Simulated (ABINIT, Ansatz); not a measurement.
# RbNbS3 (Pm-3m): zone-centre phonons, part 4 of 5

Which modes does RbNbS3 (Pm-3m) have at the zone centre?

ABINIT 10.8.3; DFT PBE, scalar-relativistic, plane waves, PseudoDojo norm-conserving pseudopotentials.

So far, lowest optical zone-centre mode (cm⁻¹): step 5 (modes with the sum rule) 57.0. The relaxed cell has a = 4.901 Å (conventional setting).

The structure was built from a prototype and need not be the compound's stable phase.

**6. Sum rules set otherwise (asr 0)**

Without the rule the raw error of the acoustic modes shows.

Contents of anaddb.abi:

```
ddb_filepath "gamma_DDB"
output_file "anaddb.abo"
outdata_prefix "anaddb"
asr 0
chneut 0
enunit 2
eivec 1
nph1l 1
qph1l 0.0 0.0 0.0 1.0
```

Contents of mrgddb.in:

```
gamma_DDB
merged
2
dfpt_gammao_DDB
gso_DDB
```

Launch:

```console
$ mrgddb < mrgddb.in > mrgddb.log
$ OMP_NUM_THREADS=1 anaddb anaddb.abi > anaddb.log
```

anaddb.abo, the main output file:

```text
-outvars_anaddb: echo values of input variables ----------------------

 Miscellaneous information :
      enunit         2
       eivec         1
      chneut         0
 First list of wavevector (reduced coord.) :
       nph1l         1
       qph1l
                     0.00000000E+00  0.00000000E+00  0.00000000E+00    1.000E+00

================================================================================

 read the DDB information and perform some checks

  ==== Info on the Cryst% object ====
 Real(R)+Recip(G) space primitive vectors, cartesian coordinates (Bohr,Bohr^-1):
 R(1)=  9.2614447  0.0000000  0.0000000  G(1)=  0.1079745  0.0000000  0.0000000
 R(2)=  0.0000000  9.2614447  0.0000000  G(2)=  0.0000000  0.1079745  0.0000000
 R(3)=  0.0000000  0.0000000  9.2614447  G(3)=  0.0000000  0.0000000  0.1079745
 Unit cell volume ucvol=  7.9439446E+02 bohr^3
 Angles (23,13,12)=  9.00000000E+01  9.00000000E+01  9.00000000E+01 degrees
 Time-reversal symmetry is present
 Reduced atomic positions [iatom, xred, symbol]:
    1)    0.0000000  0.0000000  0.0000000  Rb
    2)    0.5000000  0.5000000  0.5000000  Nb
    3)    0.5000000  0.5000000  0.0000000   S
    4)    0.5000000  0.0000000  0.5000000   S
    5)    0.0000000  0.5000000  0.5000000   S

 DDB file with 3 blocks has been read.

================================================================================

 Treat the first list of vectors

  Phonon wavevector (reduced coordinates) :  0.00000  0.00000  0.00000
 Phonon energies in Hartree :
   9.043384E-06  9.043384E-06  9.043385E-06  2.595505E-04  2.595505E-04
   2.595505E-04  4.730459E-04  4.730459E-04  4.730459E-04  6.836007E-04
   6.836007E-04  6.836007E-04  1.320766E-03  1.320766E-03  1.320766E-03
 Phonon energies in meV     :
-  2.460830E-01  2.460830E-01  2.460830E-01  7.062729E+00  7.062729E+00
-  7.062729E+00  1.287223E+01  1.287223E+01  1.287223E+01  1.860172E+01
-  1.860172E+01  1.860172E+01  3.593988E+01  3.593988E+01  3.593988E+01
 Phonon frequencies in cm-1    :
-  1.984793E+00  1.984793E+00  1.984793E+00  5.696475E+01  5.696475E+01
-  5.696475E+01  1.038216E+02  1.038216E+02  1.038216E+02  1.500330E+02
-  1.500330E+02  1.500330E+02  2.898746E+02  2.898746E+02  2.898746E+02
 Phonon frequencies in Thz     :
-  5.950261E-02  5.950261E-02  5.950261E-02  1.707760E+00  1.707760E+00
-  1.707760E+00  3.112492E+00  3.112492E+00  3.112492E+00  4.497877E+00
-  4.497877E+00  4.497877E+00  8.690223E+00  8.690223E+00  8.690223E+00
 Phonon energies in Kelvin  :
-  2.855675E+00  2.855675E+00  2.855675E+00  8.195956E+01  8.195956E+01
-  8.195956E+01  1.493761E+02  1.493761E+02  1.493761E+02  2.158640E+02
-  2.158640E+02  2.158640E+02  4.170649E+02  4.170649E+02  4.170649E+02

 Eigendisplacements
 (will be given, for each mode : in cartesian coordinates
   for each atom the real part of the displacement vector,
   then the imaginary part of the displacement vector - absolute values smaller than 1.0d-7 are set to zero)
  Mode number    1   Energy    9.043384E-06
 Attention : low frequency mode.
   (Could be unstable or acoustic mode)
-  1  0.00000000E+00  0.00000000E+00 -1.41233936E-03
-     0.00000000E+00  0.00000000E+00  0.00000000E+00
-  2  0.00000000E+00  0.00000000E+00 -1.41651558E-03
-     0.00000000E+00  0.00000000E+00  0.00000000E+00
-  3  0.00000000E+00  0.00000000E+00 -1.41038193E-03
-     0.00000000E+00  0.00000000E+00  0.00000000E+00
-  4  0.00000000E+00  0.00000000E+00 -1.41217202E-03
-     0.00000000E+00  0.00000000E+00  0.00000000E+00
-  5  0.00000000E+00  0.00000000E+00 -1.41217202E-03
-     0.00000000E+00  0.00000000E+00  0.00000000E+00
  Mode number    2   Energy    9.043384E-06
 Attention : low frequency mode.
   (Could be unstable or acoustic mode)
-  1  0.00000000E+00  1.41233936E-03  0.00000000E+00
-     0.00000000E+00  0.00000000E+00  0.00000000E+00
-  2  0.00000000E+00  1.41651558E-03  0.00000000E+00
-     0.00000000E+00  0.00000000E+00  0.00000000E+00
-  3  0.00000000E+00  1.41217202E-03  0.00000000E+00
-     0.00000000E+00  0.00000000E+00  0.00000000E+00
-  4  0.00000000E+00  1.41038193E-03  0.00000000E+00
-     0.00000000E+00  0.00000000E+00  0.00000000E+00
-  5  0.00000000E+00  1.41217202E-03  0.00000000E+00
-     0.00000000E+00  0.00000000E+00  0.00000000E+00
  Mode number    3   Energy    9.043385E-06
 Attention : low frequency mode.
   (Could be unstable or acoustic mode)
-  1  1.41233936E-03  0.00000000E+00  0.00000000E+00
-     0.00000000E+00  0.00000000E+00  0.00000000E+00
-  2  1.41651558E-03  0.00000000E+00  0.00000000E+00
-     0.00000000E+00  0.00000000E+00  0.00000000E+00
-  3  1.41217202E-03  0.00000000E+00  0.00000000E+00
-     0.00000000E+00  0.00000000E+00  0.00000000E+00
-  4  1.41217202E-03  0.00000000E+00  0.00000000E+00
-     0.00000000E+00  0.00000000E+00  0.00000000E+00
-  5  1.41038193E-03  0.00000000E+00  0.00000000E+00
-     0.00000000E+00  0.00000000E+00  0.00000000E+00
  Mode number    4   Energy    2.595505E-04
-  1  0.00000000E+00  0.00000000E+00  1.24688057E-03
-     0.00000000E+00  0.00000000E+00  0.00000000E+00
-  2  0.00000000E+00  0.00000000E+00 -1.95052150E-03
-     0.00000000E+00  0.00000000E+00  0.00000000E+00
-  3  0.00000000E+00  0.00000000E+00  5.14809433E-04
-     0.00000000E+00  0.00000000E+00  0.00000000E+00
-  4  0.00000000E+00  0.00000000E+00  9.15386309E-04
-     0.00000000E+00  0.00000000E+00  0.00000000E+00
-  5  0.00000000E+00  0.00000000E+00  9.15386309E-04
-     0.00000000E+00  0.00000000E+00  0.00000000E+00
  Mode number    5   Energy    2.595505E-04
-  1  0.00000000E+00  1.24688057E-03  0.00000000E+00
-     0.00000000E+00  0.00000000E+00  0.00000000E+00
-  2  0.00000000E+00 -1.95052150E-03  0.00000000E+00
-     0.00000000E+00  0.00000000E+00  0.00000000E+00
-  3  0.00000000E+00  9.15386308E-04  0.00000000E+00
-     0.00000000E+00  0.00000000E+00  0.00000000E+00
-  4  0.00000000E+00  5.14809433E-04  0.00000000E+00
-     0.00000000E+00  0.00000000E+00  0.00000000E+00
-  5  0.00000000E+00  9.15386308E-04  0.00000000E+00
-     0.00000000E+00  0.00000000E+00  0.00000000E+00
  Mode number    6   Energy    2.595505E-04
-  1  1.24688057E-03  0.00000000E+00  0.00000000E+00
-     0.00000000E+00  0.00000000E+00  0.00000000E+00
-  2 -1.95052150E-03  0.00000000E+00  0.00000000E+00
-     0.00000000E+00  0.00000000E+00  0.00000000E+00
-  3  9.15386308E-04  0.00000000E+00  0.00000000E+00
-     0.00000000E+00  0.00000000E+00  0.00000000E+00
-  4  9.15386308E-04  0.00000000E+00  0.00000000E+00
-     0.00000000E+00  0.00000000E+00  0.00000000E+00
-  5  5.14809433E-04  0.00000000E+00  0.00000000E+00
-     0.00000000E+00  0.00000000E+00  0.00000000E+00
  Mode number    7   Energy    4.730459E-04
-  1  0.00000000E+00  0.00000000E+00 -1.69267231E-03
-     0.00000000E+00  0.00000000E+00  0.00000000E+00
-  2  0.00000000E+00  0.00000000E+00 -2.60877080E-04
-     0.00000000E+00  0.00000000E+00  0.00000000E+00
-  3  0.00000000E+00  0.00000000E+00  1.68558275E-03
-     0.00000000E+00  0.00000000E+00  0.00000000E+00
-  4  0.00000000E+00  0.00000000E+00  1.79343282E-03
-     0.00000000E+00  0.00000000E+00  0.00000000E+00
-  5  0.00000000E+00  0.00000000E+00  1.79343282E-03
-     0.00000000E+00  0.00000000E+00  0.00000000E+00
  Mode number    8   Energy    4.730459E-04
-  1  0.00000000E+00  1.69267231E-03  0.00000000E+00
-     0.00000000E+00  0.00000000E+00  0.00000000E+00
-  2  0.00000000E+00  2.60877080E-04  0.00000000E+00
-     0.00000000E+00  0.00000000E+00  0.00000000E+00
-  3  0.00000000E+00 -1.79343282E-03  0.00000000E+00
-     0.00000000E+00  0.00000000E+00  0.00000000E+00
-  4  0.00000000E+00 -1.68558275E-03  0.00000000E+00
-     0.00000000E+00  0.00000000E+00  0.00000000E+00
-  5  0.00000000E+00 -1.79343282E-03  0.00000000E+00
-     0.00000000E+00  0.00000000E+00  0.00000000E+00
  Mode number    9   Energy    4.730459E-04
-  1  1.69267231E-03  0.00000000E+00  0.00000000E+00
-     0.00000000E+00  0.00000000E+00  0.00000000E+00
-  2  2.60877080E-04  0.00000000E+00  0.00000000E+00
-     0.00000000E+00  0.00000000E+00  0.00000000E+00
-  3 -1.79343282E-03  0.00000000E+00  0.00000000E+00
-     0.00000000E+00  0.00000000E+00  0.00000000E+00
-  4 -1.79343282E-03  0.00000000E+00  0.00000000E+00
-     0.00000000E+00  0.00000000E+00  0.00000000E+00
-  5 -1.68558275E-03  0.00000000E+00  0.00000000E+00
-     0.00000000E+00  0.00000000E+00  0.00000000E+00
  Mode number   10   Energy    6.836007E-04
-  1  0.00000000E+00  0.00000000E+00  0.00000000E+00
-     0.00000000E+00  0.00000000E+00  0.00000000E+00
-  2  0.00000000E+00  0.00000000E+00  0.00000000E+00
-     0.00000000E+00  0.00000000E+00  0.00000000E+00
-  3  0.00000000E+00  0.00000000E+00  0.00000000E+00
-     0.00000000E+00  0.00000000E+00  0.00000000E+00
-  4  0.00000000E+00  0.00000000E+00 -2.92470830E-03
-     0.00000000E+00  0.00000000E+00  0.00000000E+00
-  5  0.00000000E+00  0.00000000E+00  2.92470830E-03
-     0.00000000E+00  0.00000000E+00  0.00000000E+00
  Mode number   11   Energy    6.836007E-04
-  1  0.00000000E+00  0.00000000E+00  0.00000000E+00
-     0.00000000E+00  0.00000000E+00  0.00000000E+00
-  2  0.00000000E+00  0.00000000E+00  0.00000000E+00
-     0.00000000E+00  0.00000000E+00  0.00000000E+00
-  3  0.00000000E+00 -2.92470830E-03  0.00000000E+00
-     0.00000000E+00  0.00000000E+00  0.00000000E+00
-  4  0.00000000E+00  0.00000000E+00  0.00000000E+00
-     0.00000000E+00  0.00000000E+00  0.00000000E+00
-  5  0.00000000E+00  2.92470830E-03  0.00000000E+00
-     0.00000000E+00  0.00000000E+00  0.00000000E+00
  Mode number   12   Energy    6.836007E-04
-  1  0.00000000E+00  0.00000000E+00  0.00000000E+00
-     0.00000000E+00  0.00000000E+00  0.00000000E+00
-  2  0.00000000E+00  0.00000000E+00  0.00000000E+00
-     0.00000000E+00  0.00000000E+00  0.00000000E+00
-  3  2.92470830E-03  0.00000000E+00  0.00000000E+00
-     0.00000000E+00  0.00000000E+00  0.00000000E+00
-  4 -2.92470830E-03  0.00000000E+00  0.00000000E+00
-     0.00000000E+00  0.00000000E+00  0.00000000E+00
-  5  0.00000000E+00  0.00000000E+00  0.00000000E+00
-     0.00000000E+00  0.00000000E+00  0.00000000E+00
  Mode number   13   Energy    1.320766E-03
-  1  0.00000000E+00  0.00000000E+00  6.32723498E-05
-     0.00000000E+00  0.00000000E+00  0.00000000E+00
-  2  0.00000000E+00  0.00000000E+00 -1.59829099E-04
-     0.00000000E+00  0.00000000E+00  0.00000000E+00
-  3  0.00000000E+00  0.00000000E+00  3.46589701E-03
-     0.00000000E+00  0.00000000E+00  0.00000000E+00
-  4  0.00000000E+00  0.00000000E+00 -1.58283146E-03
-     0.00000000E+00  0.00000000E+00  0.00000000E+00
-  5  0.00000000E+00  0.00000000E+00 -1.58283146E-03
-     0.00000000E+00  0.00000000E+00  0.00000000E+00
  Mode number   14   Energy    1.320766E-03
-  1  0.00000000E+00  6.32723497E-05  0.00000000E+00
-     0.00000000E+00  0.00000000E+00  0.00000000E+00
-  2  0.00000000E+00 -1.59829099E-04  0.00000000E+00
-     0.00000000E+00  0.00000000E+00  0.00000000E+00
-  3  0.00000000E+00 -1.58283146E-03  0.00000000E+00
-     0.00000000E+00  0.00000000E+00  0.00000000E+00
-  4  0.00000000E+00  3.46589701E-03  0.00000000E+00
-     0.00000000E+00  0.00000000E+00  0.00000000E+00
-  5  1.50172942E-07 -1.58283146E-03  0.00000000E+00
-     0.00000000E+00  0.00000000E+00  0.00000000E+00
  Mode number   15   Energy    1.320766E-03
-  1  6.32723497E-05  0.00000000E+00  0.00000000E+00
-     0.00000000E+00  0.00000000E+00  0.00000000E+00
-  2 -1.59829099E-04  0.00000000E+00  0.00000000E+00
-     0.00000000E+00  0.00000000E+00  0.00000000E+00
-  3 -1.58283146E-03  0.00000000E+00  0.00000000E+00
-     0.00000000E+00  0.00000000E+00  0.00000000E+00
-  4 -1.58283146E-03 -1.50172942E-07  0.00000000E+00
-     0.00000000E+00  0.00000000E+00  0.00000000E+00
-  5  3.46589701E-03  0.00000000E+00  0.00000000E+00
-     0.00000000E+00  0.00000000E+00  0.00000000E+00

 Analysis of degeneracies and characters (maximum tolerance=1.00E-06 a.u.)
 For each vibration mode, or group of modes if degenerate,
 the characters are given for each symmetry operation (see the list in the log file).
 Symmetry characters of vibration mode #   1
       degenerate with vibration modes #   2 to    3
  3.0 -3.0 -1.0  1.0 -1.0  1.0 -1.0  1.0  1.0 -1.0 -1.0  1.0  1.0 -1.0 -1.0  1.0
 -0.0  0.0 -0.0  0.0  0.0 -0.0  0.0 -0.0  1.0 -1.0 -1.0  1.0 -1.0  1.0  1.0 -1.0
 -0.0  0.0  0.0 -0.0  0.0 -0.0 -0.0  0.0  1.0 -1.0  1.0 -1.0 -1.0  1.0 -1.0  1.0
 Symmetry characters of vibration mode #   4
       degenerate with vibration modes #   5 to    6
  3.0 -3.0 -1.0  1.0 -1.0  1.0 -1.0  1.0  1.0 -1.0 -1.0  1.0  1.0 -1.0 -1.0  1.0
  0.0 -0.0  0.0 -0.0 -0.0  0.0 -0.0  0.0  1.0 -1.0 -1.0  1.0 -1.0  1.0  1.0 -1.0
  0.0 -0.0 -0.0  0.0 -0.0  0.0  0.0 -0.0  1.0 -1.0  1.0 -1.0 -1.0  1.0 -1.0  1.0
 Symmetry characters of vibration mode #   7
       degenerate with vibration modes #   8 to    9
  3.0 -3.0 -1.0  1.0 -1.0  1.0 -1.0  1.0  1.0 -1.0 -1.0  1.0  1.0 -1.0 -1.0  1.0
 -0.0  0.0 -0.0  0.0  0.0 -0.0  0.0 -0.0  1.0 -1.0 -1.0  1.0 -1.0  1.0  1.0 -1.0
 -0.0  0.0  0.0 -0.0  0.0 -0.0 -0.0  0.0  1.0 -1.0  1.0 -1.0 -1.0  1.0 -1.0  1.0
 Symmetry characters of vibration mode #  10
       degenerate with vibration modes #  11 to   12
  3.0 -3.0 -1.0  1.0 -1.0  1.0 -1.0  1.0 -1.0  1.0  1.0 -1.0 -1.0  1.0  1.0 -1.0
 -0.0  0.0 -0.0  0.0  0.0 -0.0  0.0 -0.0 -1.0  1.0  1.0 -1.0  1.0 -1.0 -1.0  1.0
 -0.0  0.0  0.0 -0.0  0.0 -0.0 -0.0  0.0 -1.0  1.0 -1.0  1.0  1.0 -1.0  1.0 -1.0
 Symmetry characters of vibration mode #  13
       degenerate with vibration modes #  14 to   15
  3.0 -3.0 -1.0  1.0 -1.0  1.0 -1.0  1.0  1.0 -1.0 -1.0  1.0  1.0 -1.0 -1.0  1.0
  0.0 -0.0  0.0 -0.0 -0.0  0.0 -0.0  0.0  1.0 -1.0 -1.0  1.0 -1.0  1.0  1.0 -1.0
  0.0 -0.0 -0.0  0.0 -0.0  0.0  0.0 -0.0  1.0 -1.0  1.0 -1.0 -1.0  1.0 -1.0  1.0
-
```

Run time: 0.66 s. Hardware: 1 thread of Intel Xeon at 2.70GHz, shared host.

This step gave:

```
highest optical zone-centre mode (no LO-TO term) : 289.9 cm⁻¹
lowest optical zone-centre mode                  : 56.96 cm⁻¹
```

Zone-centre frequencies as printed; negative means imaginary. Modes:

```tsv
mode	frequency (cm⁻¹)
1	1.98
2	1.98
3	1.98
4	56.96
5	56.96
6	56.96
7	103.8
8	103.8
9	103.8
10	150
11	150
12	150
13	289.9
14	289.9
15	289.9
```

(Part 4 of 5 ends here.)

[Host names and launcher messages were left out of these logs when they were recorded.]

[Logs are printed without paths, hosts, clocks, repeated set-up lines and the standing remarks that a program may print on its own settings, such as how far it seeks lower states.]

[Hosts, paths, dates, database ids (printed as entryN), source tags and the programs' standing remarks are cut or masked in the printed files.]
